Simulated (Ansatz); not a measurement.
# Stretching the linear Ir chain, part 3 of 3

Does stretching change the magnetism or the channel count of the linear Ir chain?

Ansatz 0.2.0; DFT RPBE, plane waves, PAW; relaxation of a chain's period (the session's first sound run).

So far, conductance of the lead as this run defines it (G₀): step 3 (the chain at a fixed length, period over the relaxed period …) 5.01; step 8 (period over the relaxed period 1.08, k-mesh 1×1×33) 4.84; step 9 (period over the relaxed period 1.13, k-mesh 1×1×31) 4.50; step 10 (period over the relaxed period 1.2, k-mesh 1×1×30) 2.52; step 11 (period over the relaxed period 1.3, k-mesh 1×1×27) 2.50. Also absolute moment (μB): step 2 (relaxing the period) 0.664; step 8 1.28; step 9 1.49; step 10 2.39; step 11 2.41.

**12. Comparing the runs**

Times are for 4 threads of Arm Neoverse V2, shared host. Results by setting:

| no. | period over the relaxed period | conductance of the lead as this run defines it (G₀) | absolute moment (μB) | energy at zero smearing less the lowest (eV) | time | memory (GiB) |
| --- | --- | --- | --- | --- | --- | --- |
| 1 | 0.88 | 5.011 | 0.3917 | 1.283 | 23 s | 0.47 |
| 2 | 0.92 | 5.001 | 0.5172 | 0.4826 | 21 s | 0.45 |
| 3 | 0.96 | 5.000 | 0.6133 | 0.10000 | 19 s | 0.43 |
| 4 | 1 | 5.000 | 0.6817 | 0 | 18 s | 0.42 |
| 5 | 1.04 | 5.000 | 0.7533 | 0.08042 | 17 s | 0.42 |
| 6 | 1.08 | 4.842 | 1.284 | 0.2673 | 25 s | 0.47 |
| 7 | 1.13 | 4.500 | 1.487 | 0.5577 | 24 s | 0.44 |
| 8 | 1.2 | 2.518 | 2.390 | 0.9111 | 31 s | 0.51 |
| 9 | 1.3 | 2.500 | 2.411 | 1.387 | 20 s | 0.4 |

**13. A repeat with changed settings: output.transmission.temperature = 900.0**

This step: DFT RPBE, plane waves, PAW; channels and complex bands of a perfect chain; changed: output.transmission.temperature = 900.0 (Ansatz 0.2.0).

The atoms of the run at the relaxed period are kept and the input is varied, to see whether the result depends on it.

input.yaml reads:

```yaml
crystal:
  lattice:
    - [7.5, 0.0, 0.0]
    - [0.0, 7.5, 0.0]
    - [0.0, 0.0, 2.2958134708]
  atoms:
    - { symbol: Ir, position: [0.5, 0.5, 0.0], spin: 0.47 }
magnetization:
  spin_polarized: true
kpoints:
  mp_grid: { grid: [1, 1, 35] }
scf:
  occupations: { method: fermi_dirac, width: 0.05 }
hamiltonian:
  xc: rpbe
output:
  transmission:
    e_range: [-2, 2]
    de: 0.035
    kmesh: [1, 1]
    reduced_basis: true
    leads: [[0, 0]]
    temperature: 900.0
  stress: true
```

Command:

```bash
$ ansatz run input.yaml --threads 4 --pin off --max-ram 8192MiB --backend cpu --events-out ev --progress --plain --runs-dir out
```

Numbers of over 12 decimals in the logs are rounded to 6 here.

The log of the run:

```text
[...]
Crystal: 1 atoms, lattice volume = 129.140 Å³
Basis set: ecut = 420 eV, 2527 PW (Γ)
Bands: 13, of which v1, the nominal top of the filled ones, is band 9 counted from 1 (8 counted from 0)
Symmetry: 16 space group operations
[...]
k-points: 18 of 35
[...]
Starting moments: Σ|m| = 0.47 μB on 1 of 1 site
[...]
SCF iter  10: F=-11945.301311 eV  HF=-11945.301311 eV  |F-HF|=1.18e-10  |Δ(HF+E_count)|=   1.80e-9  Δρ=2.24e-7 (↑1.71e-7 ↓2.24e-7)  dr2=1.77e-10  dr2_m=6.99e-12  M=0.678 μB ∫|m|=0.682 μB  ethr=6.33e-12  ⟨swp⟩=1.9  Hψ=1587  notcnv=0
SCF 1 converged in 10 iterations: F = -11945.301311 eV  dr2 = 1.77e-10
[...]
transmission: 6 of 36 steps passed
transmission: 9 of 36 steps passed
[...]
transmission: 36 of 36 steps passed
SCF converged after 10 iterations
Magnetization: 0.6785 μB (8.8392 up, 8.1608 down)
Absolute magnetization: 0.6817 μB (∫|ρ↑−ρ↓|, with the PAW one-centre terms)
[...]
Per-site moments (μB) at R_I (Å): [(0.492803, 0.947023)]
Free energy (F): -11945.301311 eV
[...]
Internal energy: -11945.283574 eV  (E = F + TS)
E sigma→0 (E₀):  -11945.292443 eV
Entropy (-TS):   -0.017736 eV (-17.736 meV/atom)
Fermi energy:    -2.257793 eV
[...]
--- Stress (GPa, compression-positive) ---
       -0.132745       0.000000       0.000000
        0.000000      -0.132745       0.000000
        0.000000       0.000000      -0.049371
  P = ⅓ Tr σ = -0.1050 GPa (-1.050 kbar)
--- Band table (eV; the first three rows and the last of 36) ---
  k-point 0 ↑: bands = [... 5 lower, -4.4867, -4.0722, -4.0669, -0.3799, -0.3799, 0.7989, 0.7989, 2.6622]
  k-point 1 ↑: bands = [... 5 lower, -4.4688, -4.0619, -4.0567, -0.5576, -0.5576, 0.9426, 0.9426, 2.6848]
  k-point 2 ↑: bands = [... 5 lower, -4.4153, -4.0314, -4.0263, -0.9557, -0.9557, 1.2433, 1.2433, 2.7525]
  k-point 17 ↓: bands = [... 5 lower, -6.4417, -1.9926, -1.9907, -1.1001, 3.1560, 8.1662, 8.1662, 8.2008]
--- Transmission ---
  basis      : 497 plane waves across, 3 finite elements along
  points     : 1, standing for a mesh of 1 x 1
[...]
crystal 0  : Ir1, at the sites [0, 0], period 2.2958 Å: whole cells are its period
[...]
filled         : 1.8 meV over the level at which it is neutral
    channels       : 4.000000e0 up, 6.000000e0 down
[...]
```

The job ended after 21 s (4 threads of Arm Neoverse V2, shared host; peak memory 0.41 GiB; 59 s of CPU time).

Numbers from this step:

```
energy at zero smearing                                   : -11945.2924 eV
total moment                                              : 0.6785 μB
absolute moment                                           : 0.6817 μB
channels at the energy nearest the Fermi level, spin up   : 4
channels at the energy nearest the Fermi level, spin down : 6
conductance of the lead as this run defines it            : 4.981 G₀
```

The open channels of the lead by energy, zero at the Fermi level:

| energy (eV) | spin up | spin down |
| --- | --- | --- |
| -2.000 | 4 | 3 |
| -1.895 | 4 | 3 |
| -1.790 | 6 | 4 |
| -1.685 | 6 | 4 |
| -1.615 | 6 | 4 |
| -1.510 | 6 | 4 |
| -1.405 | 6 | 4 |
| -1.300 | 6 | 4 |
| -1.195 | 6 | 6 |
| -1.090 | 6 | 6 |
| -0.985 | 6 | 6 |
| -0.915 | 6 | 6 |
| -0.810 | 6 | 6 |
| -0.705 | 6 | 6 |
| -0.600 | 6 | 6 |
| -0.495 | 6 | 6 |
| -0.390 | 6 | 6 |
| -0.285 | 4 | 6 |
| -0.215 | 4 | 6 |
| -0.110 | 4 | 6 |
| -0.005 | 4 | 6 |
| 0.100 | 4 | 6 |
| 0.205 | 4 | 6 |
| 0.310 | 4 | 4 |
| 0.415 | 4 | 4 |
| 0.485 | 4 | 4 |
| 0.590 | 4 | 4 |
| 0.695 | 3 | 4 |
| 0.800 | 3 | 4 |
| 0.905 | 3 | 4 |
| 1.010 | 3 | 4 |
| 1.115 | 3 | 4 |
| 1.185 | 3 | 3 |
| 1.290 | 3 | 3 |
| 1.395 | 3 | 3 |
| 1.500 | 3 | 3 |
| 1.605 | 3 | 3 |
| 1.710 | 3 | 3 |
| 1.815 | 3 | 3 |
| 1.885 | 1 | 3 |

It took 21 s against 18 s for the run it varies, and the conductance is 4.98 G₀ against 5.00 G₀.

The two runs compared:

| quantity | this run | the run it varies | difference |
| --- | --- | --- | --- |
| conductance of the lead as this run defines it (G₀) | 4.9808 | 5.0000 | -0.0192 |

**14. What came out**

- relaxed cell length: 2.296 Å
- conductance at period × 0.88: 5.01 G₀
- conductance at period × 1.0: 5.00 G₀
- conductance at period × 1.13: 4.50 G₀
- conductance at period × 1.3: 2.50 G₀
- absolute moment at period × 0.88: 0.392 μB
- absolute moment at period × 1.0: 0.682 μB
- absolute moment at period × 1.3: 2.41 μB

What this shows: The moment is 0.39 μB at the shortest period and 2.41 μB at the longest, as longer bonds narrow the bands. The conductance goes from 5.01 G₀ at the shortest period to 2.50 G₀ at the longest, while the magnetic state changes too. Transport is coherent and elastic here: the atoms are frozen, so scattering by vibrations plays no part. Spin-orbit coupling is left out, which matters for the bands of heavy atoms. No search over magnetic orders was made; another may lie lower. For the perfect chain only parallel moments were started; its antiparallel and spiral orders were not tested. Conductances of a perfect chain off the multiples of half a G0 come from band edges within the thermal window; the square box also splits pairs of bands that an isolated chain keeps degenerate, which moves such edges. The lead's cell of one atom keeps the chain straight and evenly spaced; a zigzag or dimerised form may lie lower.

[Logs are printed without paths, hosts, clocks, repeated set-up lines and the standing remarks that a program may print on its own settings, such as how far it seeks lower states.]

[Hosts, paths, dates, database ids (printed as entryN), source tags and the programs' standing remarks are cut or masked in the printed files.]
